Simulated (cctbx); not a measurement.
# Er3Mg2Sn5Ru2 across an absorption edge

Space group Cmmm (no. 65), a = 4.5790 Å, b = 26.9730 Å, c = 4.5460 Å, α = 90.00°, β = 90.00°, γ = 90.00°.

| atom | mult. | x | y | z | Ueq (Å²) |
| --- | --- | --- | --- | --- | --- |
| Er1 | 4 | 0 | 0.1847 | 0 | 0.0304 |
| Er2 | 2 | 1/2 | 0 | 1/2 | 0.0182 |
| Sn1 | 4 | 0 | 0.2790 | 1/2 | 0.0271 |
| Sn2 | 4 | 0 | 0.0899 | 1/2 | 0.0235 |
| Sn3 | 2 | 0 | 0 | 0 | 0.0200 |
| Ru1 | 4 | 0 | 0.4102 | 0 | 0.0149 |
| Mg1 | 4 | 0 | 0.3728 | 1/2 | 0.0466 |

The model is made up (kin elements in a known structure type, no relaxation), so it says nothing on whether the phase exists.

Calculated with cctbx: free-atom f′ and f″ from the Sasaki tables, no fine structure; amplitudes in electrons.

```csv
E (eV),F 0 0 2,F 1 1 1,F 2 0 0,F 0 2 0
21517,776.2,89.4,790.7,18.1
21867,772.8,91.8,787.4,16.9
21997,770.0,94.1,784.6,15.7
22057,767.4,96.2,782.1,14.6
22087,764.9,98.3,779.6,13.5
22102,762.4,100.4,777.2,12.4
22109,760.3,102.2,775.2,11.5
22113,758.1,104.1,773.0,10.5
22121,755.1,106.7,770.1,9.6
22125,759.2,103.2,774.1,11.3
22132,762.1,100.7,776.9,12.6
22147,765.0,98.2,779.7,13.8
22177,767.7,95.8,782.4,15.0
22267,771.3,92.7,785.8,16.6
22517,774.8,89.3,789.3,18.3
```

**Question.** Which edge is crossed, and why do the reflections move as they do?

The K edge of Ru. The edge is at 22117 eV. f′ of Ru falls from -4.6 e at 21997 eV to -7.7 e at 4 eV below it, and f″ steps from 0.54 to 3.66 e across it. Over that approach |F| changes by -2 % (0 0 2), +11 % (1 1 1), -1 % (2 0 0) and -33 % (0 2 0): a reflection falls where Ru scatters in phase with the total and rises where it scatters against it; it hardly moves where the Ru term is small or cancels by symmetry. Above the edge the larger f″ enters the imaginary part, where it can add to or cancel the other atoms' f″. The structure is centrosymmetric, so Friedel mates stay equal.

[Logs are printed without paths, hosts, clocks, repeated set-up lines and the standing remarks that a program may print on its own settings, such as how far it seeks lower states.]
